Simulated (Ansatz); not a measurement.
# One crystal, many levels of theory: CS2NF5 (P-1), part 2 of 3

Wanted: a ladder of band gaps for CS2NF5 (P-1), from density functionals to G0W0.

Ansatz 0.2.0; density functionals, hybrids and G0W0, plane waves, PAW. Known limits of the many-body steps: finite bands, screening cutoff and k mesh; no spin-orbit coupling in G0W0.

So far. Step 4 (PBE on the 6×4×4 mesh): Over mesh and path the gap is 2.871 eV, from k = (0.000, -0.500, 0.250) to k = (0.167, 0.250, 0.250). The least direct gap found is 2.921 eV, at k = (0.167, 0.250, 0.250). PBE against PBEsol: 2.871 − 2.868 = +0.003 eV, with the same mesh, files and cutoff, and both edges at the same k points. Step 5 (r2SCAN on the 6×4×4 mesh): Over mesh and listed points the gap is 3.294 eV, from k = (0.000, -0.500, 0.250) to k = (0.167, 0.250, 0.250).

In doubt: masses and optical values from hybrid runs of this build are listed as unsure (step 10), which bears on the screening that GW takes from such a start.

## (6) HSE06 on the 4×2×2 mesh

HSE06 mixes in a quarter of exact exchange at short range.

This step: DFT, HSE06, plane waves, PAW; PAW set soft_1.

input.yaml

```yaml
crystal:
  lattice:
    - [4.851, 0.0, 0.0]
    - [-0.2429962821, 7.4030130222, 0.0]
    - [-0.0929160701, -1.0366422871, 7.8775412009]
  atoms:
    - { symbol: C, position: [0.3704668563, 0.511281436, 0.7789674265] }
    - { symbol: C, position: [0.6295331437, 0.488718564, 0.2210325735] }
    - { symbol: S, position: [0.5069110792, 0.6743134807, 0.7030080864] }
    - { symbol: S, position: [0.4930889208, 0.3256865193, 0.2969919136] }
    - { symbol: S, position: [0.1123244275, 0.1912861656, 0.7728123248] }
    - { symbol: S, position: [0.8876755725, 0.8087138344, 0.2271876752] }
    - { symbol: "N", position: [0.2695326305, 0.3914099602, 0.8545470961] }
    - { symbol: "N", position: [0.7304673695, 0.6085900398, 0.1454529039] }
    - { symbol: F, position: [0.9498932602, 0.2824875867, 0.6277270521] }
    - { symbol: F, position: [0.0501067398, 0.7175124133, 0.3722729479] }
    - { symbol: F, position: [0.2661306003, 0.0907955868, 0.9117928285] }
    - { symbol: F, position: [0.7338693997, 0.9092044132, 0.0882071715] }
    - { symbol: F, position: [0.9605213198, -0.0004253749, 0.7012299471] }
    - { symbol: F, position: [0.0394786802, 1.0004253749, 0.2987700529] }
    - { symbol: F, position: [0.860244641, 0.2319621255, 0.89906027] }
    - { symbol: F, position: [0.139755359, 0.7680378745, 0.10093973] }
    - { symbol: F, position: [0.3582205304, 0.1401040865, 0.6410071536] }
    - { symbol: F, position: [0.6417794696, 0.8598959135, 0.3589928464] }
kpoints:
  mp_grid: { grid: [4, 2, 2] }
  band_path:
    path:
      - [0.0, 0.0, 0.0]
      - [-0.5, 0.0, 0.0]
      - [0.0, 0.0, -0.5]
      - [0.0, -0.5, 0.0]
      - [0.5, -0.5, 0.5]
      - [0.0, -0.5, 0.5]
      - [0.5, -0.5, 0.0]
      - [-0.5, 0.0, 0.5]
      - [0.0, -0.5, 0.25]
      - [0.1666666667, 0.25, 0.25]
    npoints: 1
hamiltonian:
  xc: hse06
  pseudopotentials: { kind: paw, azcp: { folder: soft_1 } }
scf:
  occupations: { method: fixed }
  n_extra_bands: 10
output:
  eigenvalues: true
```

The run is started by

```
$ ansatz run input.yaml --threads 2 --pin off --max-ram 92160MiB --backend cuda --events-out ev --progress --plain --runs-dir out --devices 1 --max-vram 13GiB
```

Numbers of over 12 decimals in the logs are rounded to 6 here.

The log of the run:

```text
[...]
GPUs: using 1 of 1 available (devices: 1).
[...]
davidson cushion auto → on  (no smearing: the cushion is to keep the highest requested band from converging to the state above it; pin scf.eigensolver.cushion to override)
[...]
GPU FFT provider: cuFFT
GPU libraries: cuBLAS 13.8.2, cuFFT 12.4.0, cuSOLVER 12.3.4
Crystal: 18 atoms, lattice volume = 282.898 Å³
Basis set: ecut = 420 eV, 5521 PW (Γ)
[...]
Fermi energy:    -0.016645 eV
[...]
--- Band table (eV; the first three rows and the last of 12) ---
  k-point 0: bands = [... 52 lower, -0.7673, -0.6597, -0.0907, -0.0374, 4.2937, 4.5833, 5.9891, 6.1632, ... 6 higher]
  k-point 1: bands = [... 52 lower, -0.9330, -0.3716, -0.1538, -0.0842, 4.3372, 4.5424, 5.9429, 6.1375, ... 6 higher]
  k-point 2: bands = [... 52 lower, -0.7521, -0.6842, -0.0355, -0.0166, 4.3439, 4.3712, 6.1319, 6.1620, ... 6 higher]
  k-point 11: bands = [... 52 lower, -1.0921, -0.2552, -0.1652, -0.1299, 4.4277, 4.4446, 6.1703, 6.1735, ... 6 higher]
[key lines of the parts left out:]
Free energy (F): -12949.522686 eV
```

It took 64 s on 1 × NVIDIA H100 80GB HBM3 (shared by 6 runs) with 2 threads of AMD EPYC 7R13 (Zen 3), shared host; peak memory 1.5 GiB; 93 s of CPU time.

Numbers from this step:

```yaml
gap: 4.209 eV
valence_top_at: k = (0.000, -0.500, 0.250)
conduction_bottom_at: k = (0.167, 0.250, 0.250)
least_direct_gap: 4.263 eV
exact_exchange_fraction: 0.25
```

Over mesh and listed points the gap is 4.209 eV, from k = (0.000, -0.500, 0.250) to k = (0.167, 0.250, 0.250). The least direct gap found is 4.263 eV, at k = (0.167, 0.250, 0.250). On the 4×2×2 mesh alone the same run gives 4.268 eV, so that mesh misses an edge of HSE06: 4.268 − 4.209 = +0.059 eV. HSE06 against PBE: 4.209 − 2.871 = +1.338 eV. The runs also differ in mesh (6×4×4 and 4×2×2), so how much of this comes from the functional alone is not known.

## (7) PBE0 on the 4×2×2 mesh

PBE0 mixes in a quarter of exact exchange at all distances.

This step: DFT, PBE0, plane waves, PAW; PAW set soft_1.

Changes to input.yaml since step 6:

```diff
@@ -40,3 +40,3 @@
 hamiltonian:
-  xc: hse06
+  xc: pbe0
   pseudopotentials: { kind: paw, azcp: { folder: soft_1 } }
```

The log of the run:

```text
[...]
GPUs: using 1 of 1 available (devices: 1).
[...]
GPU FFT provider: cuFFT
GPU libraries: cuBLAS 13.8.2, cuFFT 12.4.0, cuSOLVER 12.3.4
Crystal: 18 atoms, lattice volume = 282.898 Å³
Basis set: ecut = 420 eV, 5521 PW (Γ)
Bands: 66, of which v1, the nominal top of the filled ones, is band 56 counted from 1 (55 counted from 0)
Symmetry: 2 space group operations
[...]
k-points: 12 of 16
[...]
Fermi energy:    -0.408212 eV
[...]
--- Band table (eV; the first three rows and the last of 12) ---
  k-point 0: bands = [... 52 lower, -1.1628, -1.0534, -0.4830, -0.4290, 4.6689, 4.9618, 6.3666, 6.5415, ... 6 higher]
  k-point 1: bands = [... 52 lower, -1.3300, -0.7596, -0.5481, -0.4774, 4.7122, 4.9208, 6.3227, 6.5148, ... 6 higher]
  k-point 2: bands = [... 52 lower, -1.1472, -1.0782, -0.4273, -0.4082, 4.7193, 4.7475, 6.5086, 6.5392, ... 6 higher]
  k-point 11: bands = [... 52 lower, -1.4919, -0.6421, -0.5603, -0.5240, 4.8032, 4.8228, 6.5479, 6.5514, ... 6 higher]
[key lines of the parts left out:]
Free energy (F): -12951.580715 eV
```

Run time: 65 s. Hardware: 1 × NVIDIA H100 80GB HBM3 (shared by 6 runs) with 2 threads; peak memory 1.6 GiB; 92 s of CPU time.

This step gave:

- gap: 4.971 eV
- valence top at: k = (0.000, -0.500, 0.250)
- conduction bottom at: k = (0.167, 0.250, 0.250)
- least direct gap: 5.027 eV
- exact-exchange fraction: 0.25

Over mesh and listed points the gap is 4.971 eV, from k = (0.000, -0.500, 0.250) to k = (0.167, 0.250, 0.250). The least direct gap found is 5.027 eV, at k = (0.167, 0.250, 0.250). On the 4×2×2 mesh alone the same run gives 5.034 eV, so that mesh misses an edge of PBE0: 5.034 − 4.971 = +0.063 eV. PBE0 against HSE06: 4.971 − 4.209 = +0.762 eV, with the same mesh, files and cutoff, and both edges at the same k points.

## (8) DDH-PBE0 on the 4×2×2 mesh

The input asks for a share of exact exchange of one over the crystal's ε∞, which the program works out first.

This step: DFT, dielectric-dependent PBE0 (fraction 1/eps_inf of PBE), plane waves, PAW; PAW set soft_1.

Changes to input.yaml since step 7:

```diff
@@ -24,2 +24,3 @@
     - { symbol: F, position: [0.6417794696, 0.8598959135, 0.3589928464] }
+  host: atoms
 kpoints:
@@ -40,3 +41,6 @@
 hamiltonian:
-  xc: pbe0
+  xc:
+    exchange: pbe
+    correlation: pbe
+    exx: { coeff: inverse_dielectric }
   pseudopotentials: { kind: paw, azcp: { folder: soft_1 } }
@@ -47 +51,5 @@
   eigenvalues: true
+  write_density: true
+  write_potential: true
+  elf: true
+  volumetric_format: npy
```

The log of the run:

```text
[...]
the fraction of exact exchange is that of a crystal of C2S4N2F10
GPUs: using 1 of 1 available (devices: 1).
[...]
a weight of exact exchange comes from the crystal, and the text's number only plans the run
Solving k-mesh 4×2×2 for the fraction of exact exchange
[...]
Fermi energy:    -1.295373 eV
[...]
--- Band table (eV; the first three rows and the last of 12) ---
  k-point 0: bands = [... 52 lower, -2.0680, -1.9459, -1.3695, -1.3157, 5.3534, 5.6100, 7.0540, 7.1968, ... 6 higher]
  k-point 1: bands = [... 52 lower, -2.2546, -1.6154, -1.4448, -1.3697, 5.3868, 5.5686, 7.1093, 7.1584, ... 6 higher]
  k-point 2: bands = [... 52 lower, -2.0526, -1.9707, -1.3142, -1.2954, 5.3928, 5.4068, 7.1440, 7.1796, ... 6 higher]
  k-point 11: bands = [... 52 lower, -2.4192, -1.5017, -1.4588, -1.4167, 5.4733, 5.4733, 7.2002, 7.2124, ... 6 higher]
[key lines of the parts left out:]
Free energy (F): -12952.794709 eV
```

It took 1.7 min on 1 × NVIDIA H100 80GB HBM3 (shared by 6 runs) with 2 threads; peak memory 2.3 GiB; 2.1 min of CPU time.

This step gave:

```yaml
gap: 6.518 eV
valence_top_at: k = (0.000, -0.500, 0.250)
conduction_bottom_at: k = (0.167, 0.250, 0.250)
least_direct_gap: 6.576 eV
exact_exchange_fraction: 0.4297
```

Over mesh and listed points the gap is 6.518 eV, from k = (0.000, -0.500, 0.250) to k = (0.167, 0.250, 0.250). The least direct gap found is 6.576 eV, at k = (0.167, 0.250, 0.250). On the 4×2×2 mesh alone the same run gives 6.590 eV, so that mesh misses an edge of DDH-PBE0: 6.590 − 6.518 = +0.072 eV. DDH-PBE0 against PBE0: 6.518 − 4.971 = +1.547 eV, with the same mesh, files and cutoff, and both edges at the same k points.

## (9) G0W0@PBE, 4×2×2 mesh, 1064 empty bands, screening to 140 eV, PAW set soft_1 files

G0W0 replaces the xc potential by a self-energy built once from the orbitals of the start. Levels are corrected in the window of bands that the input names, at points of the mesh.

This step: G0W0 on PBE, plane waves, PAW; PAW set soft_1.

Changes to input.yaml since step 8:

```diff
@@ -24,23 +24,6 @@
     - { symbol: F, position: [0.6417794696, 0.8598959135, 0.3589928464] }
-  host: atoms
 kpoints:
   mp_grid: { grid: [4, 2, 2] }
-  band_path:
-    path:
-      - [0.0, 0.0, 0.0]
-      - [-0.5, 0.0, 0.0]
-      - [0.0, 0.0, -0.5]
-      - [0.0, -0.5, 0.0]
-      - [0.5, -0.5, 0.5]
-      - [0.0, -0.5, 0.5]
-      - [0.5, -0.5, 0.0]
-      - [-0.5, 0.0, 0.5]
-      - [0.0, -0.5, 0.25]
-      - [0.1666666667, 0.25, 0.25]
-    npoints: 1
 hamiltonian:
-  xc:
-    exchange: pbe
-    correlation: pbe
-    exx: { coeff: inverse_dielectric }
+  xc: pbe
   pseudopotentials: { kind: paw, azcp: { folder: soft_1 } }
@@ -48,8 +31,7 @@
   occupations: { method: fixed }
-  n_extra_bands: 10
-output:
-  eigenvalues: true
-  write_density: true
-  write_potential: true
-  elf: true
-  volumetric_format: npy
+gw:
+  n_empty_bands: 1064
+  ecut_chi: 140.0
+  qp_bands: [v4, c4]
+  qp_kpoints: band_edges
+  screening: { model: contour_deformation }
```

The log of the run:

```text
GPUs: using 1 of 1 available (devices: 1).
[...]
GPU FFT provider: cuFFT
GPU libraries: cuBLAS 13.8.2, cuFFT 12.4.0, cuSOLVER 12.3.4
Crystal: 18 atoms, lattice volume = 282.898 Å³
Basis set: ecut = 420 eV, 5521 PW (Γ)
Bands: 74, of which v1, the nominal top of the filled ones, is band 56 counted from 1 (55 counted from 0)
Symmetry: 2 space group operations
[...]
k-points: 12 of 16
[...]
0    60      5.4994   -12.9486    -3.9120   -18.9654  0.7994     7.6927     7.6043  root
[...]
11    57      3.8940   -14.1756    -3.2884   -19.5241  0.8079     6.0037     5.9541  root
    11    58      3.9314   -13.8481    -3.2904   -19.1634  0.8065     6.0055     5.9564  root
    11    59      5.5775   -12.9633    -3.9422   -19.0269  0.7996     7.7880     7.6988  root
    11    60      5.6325   -10.7823    -3.6446   -16.3192  0.8049     7.5772     7.5247  root
[key lines of the parts left out:]
SCF converged after 12 iterations
Free energy (F): -12950.658428 eV
Fermi energy:    0.802657 eV
```

The job ended after 1.8 min (1 × NVIDIA H100 80GB HBM3 (shared by 6 runs) with 2 threads; peak memory 4.2 GiB).

Numbers from this step:

```yaml
bands_summed: 1120
rpa_eps_infinity_on_this_mesh_eigenvalues: 1.895, 1.955, 2.810
plane_waves_in_the_screening_matrix: 1057
g0w0_gap_over_the_corrected_points: 6.654 eV
k_of_the_valence_top: 0, -0.5, 0
k_of_the_conduction_bottom: 0, -0.5, -0.5
starting_gap_on_the_mesh: 2.921 eV
z_at_the_valence_top: 0.7943
z_at_the_conduction_bottom: 0.8100
least_direct_g0w0_gap_over_the_corrected_points: 6.666 eV
```

Over all 12 irreducible mesh points the G0W0 gap is 6.654 eV, from k = (0.000, -0.500, 0.000) to k = (0.000, -0.500, -0.500). The PBE gap of this run on the mesh is 2.921 eV. The two states that bound the G0W0 gap lie that far apart at the start, so the correction of the gap is 6.654 − 2.921 = +3.733 eV.

## (10) G0W0@HSE06, 4×2×2 mesh, 1064 empty bands, screening to 140 eV, PAW set soft_1 files

This step: G0W0 on HSE06, plane waves, PAW; PAW set soft_1.

Changes to input.yaml since step 9:

```diff
@@ -27,3 +27,3 @@
 hamiltonian:
-  xc: pbe
+  xc: hse06
   pseudopotentials: { kind: paw, azcp: { folder: soft_1 } }
```

The log of the run:

```text
GPUs: using 1 of 1 available (devices: 1).
[...]
GPU FFT provider: cuFFT
GPU libraries: cuBLAS 13.8.2, cuFFT 12.4.0, cuSOLVER 12.3.4
Crystal: 18 atoms, lattice volume = 282.898 Å³
Basis set: ecut = 420 eV, 5521 PW (Γ)
Bands: 74, of which v1, the nominal top of the filled ones, is band 56 counted from 1 (55 counted from 0)
Symmetry: 2 space group operations
[...]
k-points: 12 of 16
[...]
0    59      5.9891    -9.7469    -3.3152   -14.4829  0.8496     7.4251     7.4099  root
     0    60      6.1632   -10.3760    -3.2447   -15.1817  0.8406     7.7413     7.7242  root
[...]
11    57      4.4277   -13.1345    -3.0403   -17.8823  0.8399     6.1518     6.1352  root
    11    58      4.4446   -12.7170    -3.0264   -17.4130  0.8392     6.1303     6.1142  root
    11    59      6.1703    -9.5963    -3.2378   -14.3245  0.8417     7.6744     7.6609  root
    11    60      6.1735    -9.8059    -3.2464   -14.5611  0.8410     7.6972     7.6822  root
[key lines of the parts left out:]
Free energy (F): -12949.522686 eV
Fermi energy:    -0.016645 eV
```

Wall time 5.6 min (1 × NVIDIA H100 80GB HBM3 (shared by 6 runs) with 2 threads); peak memory 4.7 GiB; 7.5 min of CPU time.

This step gave:

```yaml
bands_summed: 1120
rpa_eps_infinity_on_this_mesh_eigenvalues: 1.770, 1.815, 2.496
plane_waves_in_the_screening_matrix: 1057
g0w0_gap_over_the_corrected_points: 7.242 eV
k_of_the_valence_top: 0, -0.5, 0
k_of_the_conduction_bottom: 0, -0.5, -0.5
starting_gap_on_the_mesh: 4.268 eV
z_at_the_valence_top: 0.8279
z_at_the_conduction_bottom: 0.8416
least_direct_g0w0_gap_over_the_corrected_points: 7.258 eV
```

Over all 12 irreducible mesh points the G0W0 gap is 7.242 eV, from k = (0.000, -0.500, 0.000) to k = (0.000, -0.500, -0.500). The HSE06 gap of this run on the mesh is 4.268 eV. The two states that bound the G0W0 gap lie that far apart at the start, so the correction of the gap is 7.242 − 4.268 = +2.974 eV. G0W0@HSE06 against G0W0@PBE with 1120 bands: 7.242 − 6.654 = +0.588 eV, with the same mesh, files and cutoffs, and both edges at the same k points.

## (11) G0W0@PBEsol, 4×2×2 mesh, 1064 empty bands, screening to 140 eV, PAW set soft_1 files

This step: G0W0 on PBEsol, plane waves, PAW; PAW set soft_1.

Changes to input.yaml since step 10:

```diff
@@ -27,4 +27,4 @@
 hamiltonian:
-  xc: hse06
-  pseudopotentials: { kind: paw, azcp: { folder: soft_1 } }
+  xc: pbesol
+  pseudopotentials: { kind: paw, azcp: { folder: soft_1 }, xc_functional: pbe }
 scf:
```

The log of the run:

```text
GPUs: using 1 of 1 available (devices: 1).
[...]
GPU FFT provider: cuFFT
GPU libraries: cuBLAS 13.8.2, cuFFT 12.4.0, cuSOLVER 12.3.4
Crystal: 18 atoms, lattice volume = 282.898 Å³
Basis set: ecut = 420 eV, 5521 PW (Γ)
Bands: 74, of which v1, the nominal top of the filled ones, is band 56 counted from 1 (55 counted from 0)
Symmetry: 2 space group operations
[...]
k-points: 12 of 16
[...]
0    60      5.4501   -12.9643    -3.9166   -18.9633  0.7992     7.6173     7.5325  root
[...]
11    57      3.8540   -14.1348    -3.2931   -19.4480  0.8074     5.9213     5.8741  root
    11    58      3.8882   -13.7884    -3.2933   -19.0676  0.8060     5.9208     5.8740  root
    11    59      5.5295   -12.9638    -3.9442   -19.0051  0.7994     7.7118     7.6266  root
    11    60      5.5837   -10.7362    -3.6402   -16.2388  0.8049     7.4958     7.4461  root
[key lines of the parts left out:]
SCF converged after 12 iterations
Free energy (F): -12784.450278 eV
Fermi energy:    0.766808 eV
```

The job ended after 87 s (1 × NVIDIA H100 80GB HBM3 (shared by 6 runs) with 2 threads; peak memory 4.2 GiB; 2.5 min of CPU time).

Numbers from this step:

```
bands summed                                    : 1120
RPA ε∞ on this mesh (eigenvalues)               : 1.903, 1.967, 2.824
plane waves in the screening matrix             : 1057
G0W0 gap over the corrected points              : 6.628 eV
k of the valence top                            : 0, -0.5, 0
k of the conduction bottom                      : 0, -0.5, -0.5
starting gap on the mesh                        : 2.920 eV
Z at the valence top                            : 0.7940
Z at the conduction bottom                      : 0.8095
least direct G0W0 gap over the corrected points : 6.641 eV
```

Over all 12 irreducible mesh points the G0W0 gap is 6.628 eV, from k = (0.000, -0.500, 0.000) to k = (0.000, -0.500, -0.500). The PBEsol gap of this run on the mesh is 2.920 eV. The two states that bound the G0W0 gap lie that far apart at the start, so the correction of the gap is 6.628 − 2.920 = +3.708 eV. G0W0@PBEsol against G0W0@HSE06 with 1120 bands: 6.628 − 7.242 = −0.614 eV, with the same mesh, files and cutoffs, and both edges at the same k points.

[end of part 2 of 3]

[Paths, hosts, dates, memory and timing lines, banners, echoed tables and standing remarks are left out of the program output.]

[Logs are printed without paths, hosts, clocks, repeated set-up lines and the standing remarks that a program may print on its own settings, such as how far it seeks lower states.]

[Runs of the session that timed out or met a known fault of the program may be left out.]

[Cells called generated may have been cut or substituted from an entry of the Crystallography Open Database or the Materials Project.]

[Hosts, paths, dates, database ids (printed as entryN), source tags and the programs' standing remarks are cut or masked in the printed files.]

[Where an RPA ε∞ is given, it is that of the G0W0 mesh and is not shown converged in it. Names of k-points follow the symmetry that the program found, which can be lower than the space group named. Band edges on a path are those of the sampled points; other points can move an edge, and change direct to indirect where valleys lie close.]

[Hybrid gaps are those of their k-mesh and are not shown converged in it.]
